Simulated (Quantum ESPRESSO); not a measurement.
# K3HO (Pm-3m): modes at Γ and the response to a field, part 3 of 6

Which modes does K3HO (Pm-3m) have at the zone centre?

Quantum ESPRESSO 7.5; DFT LDA, scalar-relativistic, plane waves, PseudoDojo norm-conserving pseudopotentials.

So far. Step 2 (A probe with smearing): A gap of 1.5 eV opens on this mesh, so the crystal is taken as an insulator; the start stands at -2.8 GPa. Step 5 (Self-consistent run for the response): The cell stands at -0.01 GPa, close enough for phonons. The relaxed cell has a = 4.997 Å (conventional setting).

The structure was built from a prototype and need not be the compound's stable phase.

## 6. Linear response at Γ

At q = 0 one unit cell holds all displacements; symmetry groups them into irreducible representations that are solved one by one. The response to a field gives ε∞ and the Born charges, which polar modes need.

Contents of ph.in:

```
phonons
&INPUTPH
  prefix = 'x'
  outdir = './tmp'
  fildyn = 'g.dyn'
  tr2_ph = 1.0d-18
  epsil  = .true.
/
0.000000000000 0.000000000000 0.000000000000
```

On the command line:

```sh
OMP_NUM_THREADS=1 mpirun -n 4 ph.x -nk 4 -in ph.in > ph.out
```

The program printed:

```text
[banners, grids, parts of the stress and lines that vanish by symmetry left out]
[banner, memory and clock lines left out]
Program PHONON v.7.5

     ./tmp/x.save/

     IMPORTANT: XC functional enforced from input :
     Exchange-correlation= PW
                           (   1   4   0   0   0   0   0)
     Any further DFT definition will be discarded
     Please, verify this is what you really want

     G-vector sticks info

     Check: negative core charge=   -0.000002
     Reading collected, re-writing distributed wavefunctions in ./tmp/

     Number and degeneracy of irreps per q-point
       N         xq(1)         xq(2)         xq(3)   N irreps
       1   0.000000000   0.000000000   0.000000000       5
        3   3   3   3   3

     Calculation of q =    0.0000000   0.0000000   0.0000000

     phonons

     bravais-lattice index     =            1
     lattice parameter (alat)  =       9.4431  a.u.
     unit-cell volume          =     842.0681 (a.u.)^3
     number of atoms/cell      =            5
     number of atomic types    =            3
     kinetic-energy cut-off    =      72.0000  Ry
     charge density cut-off    =     288.0000  Ry
     convergence threshold     =      1.0E-18
     beta                      =       0.7000
     number of iterations used =            4
     Exchange-correlation= PW
                           (   1   4   0   0   0   0   0)

     celldm(1)=    9.44313  celldm(2)=    0.00000  celldm(3)=    0.00000
     celldm(4)=    0.00000  celldm(5)=    0.00000  celldm(6)=    0.00000

     crystal axes: (cart. coord. in units of alat)
               a(1) = (  1.0000  0.0000  0.0000 )
               a(2) = (  0.0000  1.0000  0.0000 )
               a(3) = (  0.0000  0.0000  1.0000 )

     reciprocal axes: (cart. coord. in units 2 pi/alat)
               b(1) = (  1.0000  0.0000  0.0000 )
               b(2) = (  0.0000  1.0000  0.0000 )
               b(3) = (  0.0000  0.0000  1.0000 )

     Atoms inside the unit cell:

     Cartesian axes

     site n.  atom      mass           positions (alat units)
        1  H       1.0080   tau(    1) = (    0.00000    0.00000    0.00000  )
        2  O      15.9990   tau(    2) = (    0.50000    0.50000    0.50000  )
        3  K      39.0983   tau(    3) = (    0.50000    0.50000    0.00000  )
        4  K      39.0983   tau(    4) = (    0.50000    0.00000    0.50000  )
        5  K      39.0983   tau(    5) = (    0.00000    0.50000    0.50000  )

     Computing dynamical matrix for
                    q = (   0.0000000   0.0000000   0.0000000 )

     49 Sym.Ops. (with q -> -q+G )

     G cutoff =  650.5254  (  69599 G-vectors)     FFT grid: ( 54, 54, 54)
     number of k points=    10
                       cart. coord. in units 2pi/alat
        k(    1) = (   0.0000000   0.0000000   0.0000000), wk =   0.0312500
        k(    2) = (   0.0000000   0.0000000   0.2500000), wk =   0.1875000
        k(    3) = (   0.0000000   0.0000000  -0.5000000), wk =   0.0937500
        [... further k-points left out ...]

     PseudoPot. # 1 for H  read from file:
     ./pseudo/H.upf
     Pseudo is Norm-conserving, Zval =  1.0

     PseudoPot. # 2 for O  read from file:
     ./pseudo/O.upf
     Pseudo is Norm-conserving + core correction, Zval =  6.0

     PseudoPot. # 3 for K  read from file:
     ./pseudo/K.upf
     Pseudo is Norm-conserving + core correction, Zval =  9.0

     Mode symmetry, O_h (m-3m)  point group:

     Electric field:
     Dielectric constant
     Born effective charges as d Force / d E

     Atomic displacements:
     There are    5 irreducible representations

     Representation     1      3 modes -  To be done

     Representation     2      3 modes -  To be done

     Representation     3      3 modes -  To be done

     Representation     4      3 modes -  To be done

     Representation     5      3 modes -  To be done

     Alpha used in Ewald sum =   2.7000

     Electric Fields Calculation

      iter #   1   av.it.:   6.8
      thresh= 1.000E-02 alpha_mix =  0.700 |ddv_scf|^2 =  3.136E-08

      [... iterations left out ...]
      iter #   9   av.it.:  12.8
      thresh= 2.762E-10 alpha_mix =  0.700 |ddv_scf|^2 =  5.268E-19

     End of electric fields calculation

          Dielectric constant in cartesian axis

          (       3.117162229       0.000000000       0.000000000 )
          (       0.000000000       3.117162229       0.000000000 )
          (       0.000000000       0.000000000       3.117162229 )

          Effective charges (d Force / dE) in cartesian axis without acoustic sum rule applied (asr)

           atom    1  H     Mean Z*:       -1.08239
      Ex  (       -1.08239        0.00000        0.00000 )
      Ey  (        0.00000       -1.08239        0.00000 )
      Ez  (        0.00000        0.00000       -1.08239 )
           atom    2  O     Mean Z*:       -2.28532
      Ex  (       -2.28532        0.00000        0.00000 )
      Ey  (        0.00000       -2.28532        0.00000 )
      Ez  (        0.00000        0.00000       -2.28532 )
           atom    3  K     Mean Z*:        1.11435
      Ex  (        1.05234        0.00000        0.00000 )
      Ey  (        0.00000        1.05234        0.00000 )
      Ez  (        0.00000        0.00000        1.23836 )
           atom    4  K     Mean Z*:        1.11435
      Ex  (        1.05234        0.00000        0.00000 )
      Ey  (        0.00000        1.23836        0.00000 )
      Ez  (        0.00000        0.00000        1.05234 )
           atom    5  K     Mean Z*:        1.11435
      Ex  (        1.23836        0.00000        0.00000 )
      Ey  (        0.00000        1.05234        0.00000 )
      Ez  (        0.00000        0.00000        1.05234 )

          Effective charges Sum: Mean:       -0.02467
             -0.02467        0.00000        0.00000
              0.00000       -0.02467        0.00000
              0.00000        0.00000       -0.02467

          Effective charges (d Force / dE) in cartesian axis with asr applied:
           atom    1  H     Mean Z*:       -1.07746
      E*x (       -1.07746        0.00000        0.00000 )
      E*y (        0.00000       -1.07746        0.00000 )
      E*z (        0.00000        0.00000       -1.07746 )
           atom    2  O     Mean Z*:       -2.28038
      E*x (       -2.28038        0.00000        0.00000 )
      E*y (        0.00000       -2.28038        0.00000 )
      E*z (        0.00000        0.00000       -2.28038 )
           atom    3  K     Mean Z*:        1.11928
      E*x (        1.05728        0.00000        0.00000 )
      E*y (        0.00000        1.05728        0.00000 )
      E*z (        0.00000        0.00000        1.24329 )
           atom    4  K     Mean Z*:        1.11928
      E*x (        1.05728        0.00000        0.00000 )
      E*y (        0.00000        1.24329        0.00000 )
      E*z (        0.00000        0.00000        1.05728 )
           atom    5  K     Mean Z*:        1.11928
      E*x (        1.24329        0.00000        0.00000 )
      E*y (        0.00000        1.05728        0.00000 )
      E*z (        0.00000        0.00000        1.05728 )

     Representation #   1 modes #   1   2   3

     Self-consistent Calculation

      iter #   1   av.it.:   6.8
      thresh= 1.000E-02 alpha_mix =  0.700 |ddv_scf|^2 =  2.174E-07

      [... iterations left out ...]
      iter #   8   av.it.:  13.5
      thresh= 3.800E-10 alpha_mix =  0.700 |ddv_scf|^2 =  4.791E-19

     End of self-consistent calculation

     Convergence has been achieved

     Representation #   2 modes #   4   5   6

     Self-consistent Calculation

      iter #   1   av.it.:   6.0
      thresh= 1.000E-02 alpha_mix =  0.700 |ddv_scf|^2 =  1.910E-07

      [... iterations left out ...]
      iter #   9   av.it.:  12.9
      thresh= 1.056E-10 alpha_mix =  0.700 |ddv_scf|^2 =  2.612E-20

     End of self-consistent calculation

     Convergence has been achieved

     Representation #   3 modes #   7   8   9

     Self-consistent Calculation

      iter #   1   av.it.:   2.0
      thresh= 1.000E-02 alpha_mix =  0.700 |ddv_scf|^2 =  1.496E-09

      [... iterations left out ...]
      iter #   8   av.it.:  13.1
      thresh= 1.730E-10 alpha_mix =  0.700 |ddv_scf|^2 =  2.565E-19

     End of self-consistent calculation

     Convergence has been achieved

     Representation #   4 modes #  10  11  12

     Self-consistent Calculation

      iter #   1   av.it.:   7.3
      thresh= 1.000E-02 alpha_mix =  0.700 |ddv_scf|^2 =  3.984E-07

      [... iterations left out ...]
      iter #   8   av.it.:  13.2
      thresh= 5.113E-10 alpha_mix =  0.700 |ddv_scf|^2 =  3.136E-19

     End of self-consistent calculation

     Convergence has been achieved

     Representation #   5 modes #  13  14  15

     Self-consistent Calculation

      iter #   1   av.it.:   6.6
      thresh= 1.000E-02 alpha_mix =  0.700 |ddv_scf|^2 =  1.376E-07

      [... iterations left out ...]
      iter #   7   av.it.:  13.0
      thresh= 2.101E-10 alpha_mix =  0.700 |ddv_scf|^2 =  1.332E-20

     End of self-consistent calculation

     Convergence has been achieved

     Number of q in the star =    1
     List of q in the star:
          1   0.000000000   0.000000000   0.000000000

          Dielectric constant in cartesian axis

          (       3.117162229       0.000000000       0.000000000 )
          (       0.000000000       3.117162229       0.000000000 )
          (       0.000000000       0.000000000       3.117162229 )

          Effective charges (d Force / dE) in cartesian axis without acoustic sum rule applied (asr)

           atom    1  H     Mean Z*:       -1.08239
      Ex  (       -1.08239        0.00000        0.00000 )
      Ey  (        0.00000       -1.08239        0.00000 )
      Ez  (        0.00000        0.00000       -1.08239 )
           atom    2  O     Mean Z*:       -2.28532
      Ex  (       -2.28532        0.00000        0.00000 )
      Ey  (        0.00000       -2.28532        0.00000 )
      Ez  (        0.00000        0.00000       -2.28532 )
           atom    3  K     Mean Z*:        1.11435
      Ex  (        1.05234        0.00000        0.00000 )
      Ey  (        0.00000        1.05234        0.00000 )
      Ez  (        0.00000        0.00000        1.23836 )
           atom    4  K     Mean Z*:        1.11435
      Ex  (        1.05234        0.00000        0.00000 )
      Ey  (        0.00000        1.23836        0.00000 )
      Ez  (        0.00000        0.00000        1.05234 )
           atom    5  K     Mean Z*:        1.11435
      Ex  (        1.23836        0.00000        0.00000 )
      Ey  (        0.00000        1.05234        0.00000 )
      Ez  (        0.00000        0.00000        1.05234 )

          Effective charges Sum: Mean:       -0.02467
             -0.02467        0.00000        0.00000
              0.00000       -0.02467        0.00000
              0.00000        0.00000       -0.02467

          Effective charges (d Force / dE) in cartesian axis with asr applied:
           atom    1  H     Mean Z*:       -1.07746
      E*x (       -1.07746        0.00000        0.00000 )
      E*y (        0.00000       -1.07746        0.00000 )
      E*z (        0.00000        0.00000       -1.07746 )
           atom    2  O     Mean Z*:       -2.28038
      E*x (       -2.28038        0.00000        0.00000 )
      E*y (        0.00000       -2.28038        0.00000 )
      E*z (        0.00000        0.00000       -2.28038 )
           atom    3  K     Mean Z*:        1.11928
      E*x (        1.05728        0.00000        0.00000 )
      E*y (        0.00000        1.05728        0.00000 )
      E*z (        0.00000        0.00000        1.24329 )
           atom    4  K     Mean Z*:        1.11928
      E*x (        1.05728        0.00000        0.00000 )
      E*y (        0.00000        1.24329        0.00000 )
      E*z (        0.00000        0.00000        1.05728 )
           atom    5  K     Mean Z*:        1.11928
      E*x (        1.24329        0.00000        0.00000 )
      E*y (        0.00000        1.05728        0.00000 )
      E*z (        0.00000        0.00000        1.05728 )

     Diagonalizing the dynamical matrix

     q = (    0.000000000   0.000000000   0.000000000 )

 **************************************************************************
     freq (    1) =      -4.980710 [THz] =    -166.138613 [cm-1]
     freq (    2) =      -4.980710 [THz] =    -166.138613 [cm-1]
     freq (    3) =      -4.980710 [THz] =    -166.138613 [cm-1]
     freq (    4) =      -1.029541 [THz] =     -34.341786 [cm-1]
     freq (    5) =      -1.029541 [THz] =     -34.341786 [cm-1]
     freq (    6) =      -1.029541 [THz] =     -34.341786 [cm-1]
     freq (    7) =      -0.086881 [THz] =      -2.898028 [cm-1]
     freq (    8) =      -0.086881 [THz] =      -2.898028 [cm-1]
     freq (    9) =      -0.086881 [THz] =      -2.898028 [cm-1]
     freq (   10) =       6.146717 [THz] =     205.032396 [cm-1]
     freq (   11) =       6.146717 [THz] =     205.032396 [cm-1]
     freq (   12) =       6.146717 [THz] =     205.032396 [cm-1]
     freq (   13) =       8.816657 [THz] =     294.092034 [cm-1]
     freq (   14) =       8.816657 [THz] =     294.092034 [cm-1]
     freq (   15) =       8.816657 [THz] =     294.092034 [cm-1]
 **************************************************************************

     Mode symmetry, O_h (m-3m)  point group:

     freq (   1-   3) =       -166.1  [cm-1]   --> T_1u G_15  G_4- I
     freq (   4-   6) =        -34.3  [cm-1]   --> T_2u G_25  G_5-
     freq (   7-   9) =         -2.9  [cm-1]   --> T_1u G_15  G_4- I
     freq (  10-  12) =        205.0  [cm-1]   --> T_1u G_15  G_4- I
     freq (  13-  15) =        294.1  [cm-1]   --> T_1u G_15  G_4- I
```

Wall time 8.7 min (4 MPI ranks of Arm Neoverse V1, shared host).

This step gave:

```yaml
miss_of_the_charge_sum_rule: 0.02467 e
largest_acoustic_frequency_at_the_zone_centre_before_the_sum_rule: -2.9 cm⁻¹
highest_optical_zone_centre_mode_no_lo_to_term: 294.1 cm⁻¹
lowest_optical_zone_centre_mode: -166.1 cm⁻¹
mean_high_frequency_dielectric_constant: 3.117
largest_born_charge_in_size_third_of_the_trace: 2.285 e
```

Born charge (rows field, columns displacement), before the sum rule (e), principal values of the symmetric part by kind of site:

```csv
atom,atoms with these values,low,middle,high,mean
H1,1,-1.08,-1.08,-1.08,-1.08
O2,1,-2.29,-2.29,-2.29,-2.29
K3,3,1.05,1.05,1.24,1.11
```

In full for K3:

```
1.05 0.00 0.00
0.00 1.05 0.00
0.00 0.00 1.24
```

High-frequency dielectric tensor:

```
3.12 0.00 0.00
0.00 3.12 0.00
0.00 0.00 3.12
```

The acoustic modes at Γ come out as far as 2.9 cm⁻¹ from zero, where they should vanish, a small numerical error; the Born charges miss their sum rule by 0.025 e, which is fair. The lowest optical mode is imaginary, 166i cm⁻¹, an instability at this level and on this k mesh.

## 7. Zone-centre analysis

A rigid shift of the crystal must cost nothing, but grids and finite bases break this; the acoustic sum rule is imposed before the matrix is diagonalised again. With Born charges the intensities follow; a static dielectric tensor has no meaning with imaginary modes.

Contents of dynmat.in:

```
&INPUT
  fildyn = 'g.dyn'
  asr    = 'simple'
  fileig = 'dynmat.eig'
  lperm  = .true.
/
```

On the command line:

```sh
dynmat.x -in dynmat.in > dynmat.out
```

The program printed:

```text
[banner, memory and clock lines left out]
Program DYNMAT v.7.5

     Reading Dynamical Matrix from file g.dyn
     ...Force constants read
     ...epsilon and Z* read
     A direction for q was not specified:TO-LO splitting will be absent

     Polarizability (A^3 units)
     multiply by 0.586262 for Clausius-Mossotti correction
        21.023010    0.000000    0.000000
         0.000000   21.023010    0.000000
         0.000000    0.000000   21.023010

     IR activities are in (D/A)^2/amu units

# mode   [cm-1]    [THz]      IR
    1   -166.35   -4.9872   26.1125
    2   -166.35   -4.9872   26.1125
    3   -166.35   -4.9872   26.1125
    4    -34.34   -1.0296    0.0000
    5    -34.34   -1.0296    0.0000
    6    -34.34   -1.0296    0.0000
    7     -0.00   -0.0000    0.0000
    8     -0.00   -0.0000    0.0000
    9      0.00    0.0000    0.0000
   10    204.93    6.1436    5.5367
   11    204.93    6.1436    5.5367
   12    204.93    6.1436    5.5367
   13    294.12    8.8175    4.6519
   14    294.12    8.8175    4.6519
   15    294.12    8.8175    4.6519

Electronic dielectric permittivity tensor (relative, adimensional)
         3.117162    0.000000    0.000000
         0.000000    3.117162    0.000000
         0.000000    0.000000    3.117162

 ... with zone-center polar mode contributions
         6.289728   -0.000000   -0.000000
        -0.000000    6.289728    0.000000
        -0.000000    0.000000    6.289728

[end of the log left out, with the tail of the file of modes that dynmat.x writes under the same name]
```

It took 0.45 s on 1 thread.

Numbers from this step:

```yaml
lowest_optical_zone_centre_mode: -166.3 cm⁻¹
```

Unit eigenvectors of the mass-weighted matrix after the sum rule; no LO-TO term. The modes at Γ (shares of kinetic energy by element, %) (negative means imaginary):

```csv
mode,frequency (cm⁻¹),H %,O %,K %
1,-166.4,59,12,30
2,-166.4,59,12,30
3,-166.4,59,12,30
4,-34.3,0,0,100
5,-34.3,0,0,100
6,-34.3,0,0,100
7,0.0,1,12,87
8,0.0,1,12,87
9,0.0,1,12,87
10,204.9,40,10,50
11,204.9,40,10,50
12,204.9,40,10,50
13,294.1,1,66,33
14,294.1,1,66,33
15,294.1,1,66,33
```

Displacements in mode 1 (-166.4 cm⁻¹), the largest set to 1:
```
H1   0.32  1.00 -0.21
O2   0.04  0.11 -0.02
K3  -0.02 -0.07 -0.01
K4  -0.02  0.06  0.01
K5   0.02 -0.07  0.01
```

Displacements in mode 15 (294.1 cm⁻¹), the largest set to 1:
```
H1   0.00  0.00 -0.53
O2   0.00  0.00  1.00
K3   0.00  0.00 -0.45
K4   0.00  0.00  0.03
K5   0.00  0.00  0.03
```

Degenerate modes summed, no LO-TO term; imaginary modes left out. Lines of the infrared spectrum (strongest = 100):

```csv
position (cm⁻¹),lines merged,"IR intensity, relative"
205,3,100
294,3,84
```

The rule moves no optical mode by more than 0.3 cm⁻¹.

## 8. The LO-TO splitting (1 0 0)

A longitudinal polar mode sets up a macroscopic field that stiffens it; the term hangs on the direction from which q goes to zero.

Contents of dynmat.in:

```
&INPUT
  fildyn = 'g.dyn'
  asr    = 'simple'
  fileig = 'dynmat.eig'
  q(1)   = 1.0
  q(2)   = 0.0
  q(3)   = 0.0
/
```

On the command line:

```sh
dynmat.x -in dynmat.in > dynmat.out
```

The program printed:

```text
[banner, memory and clock lines left out]
Program DYNMAT v.7.5

     Reading Dynamical Matrix from file g.dyn
     ...Force constants read
     ...epsilon and Z* read

     Polarizability (A^3 units)
     multiply by 0.586262 for Clausius-Mossotti correction
        21.023010    0.000000    0.000000
         0.000000   21.023010    0.000000
         0.000000    0.000000   21.023010

     IR activities are in (D/A)^2/amu units

# mode   [cm-1]    [THz]      IR
    1   -166.35   -4.9872   26.1125
    2   -166.35   -4.9872   26.1125
    3    -34.34   -1.0296    0.0000
    4    -34.34   -1.0296    0.0000
    5    -34.34   -1.0296    0.0000
    6      0.00    0.0000    0.0000
    7      0.00    0.0000    0.0000
    8      0.00    0.0000    0.0000
    9    147.57    4.4240    1.3130
   10    204.93    6.1436    5.5367
   11    204.93    6.1436    5.5367
   12    264.63    7.9336    1.2355
   13    294.12    8.8175    4.6519
   14    294.12    8.8175    4.6519
   15    456.15   13.6750   33.7527

[end of the log left out, with the tail of the file of modes that dynmat.x writes under the same name]
```

The job ended after 0.45 s (1 thread).

Numbers from this step:

| Property | Result |
| --- | --- |
| highest mode moved by the LO-TO term | 456.1 cm⁻¹ |

Zone-centre frequencies as printed; negative means imaginary. Modes:

```csv
mode,frequency (cm⁻¹)
1,-166.3
2,-166.3
3,-34.34
4,-34.34
5,-34.34
6,0
7,0
8,0
9,147.6
10,204.9
11,204.9
12,264.6
13,294.1
14,294.1
15,456.1
```

The field moves 3 modes; the highest of them now lies at 456 cm⁻¹, where the highest that moved away lay at 294.

(Part 3 of 6 ends here.)

[Host names and launcher messages were left out of these logs when they were recorded.]

[Logs are printed without paths, hosts, clocks, repeated set-up lines and the standing remarks that a program may print on its own settings, such as how far it seeks lower states.]

[Hosts, paths, dates, database ids (printed as entryN), source tags and the programs' standing remarks are cut or masked in the printed files.]
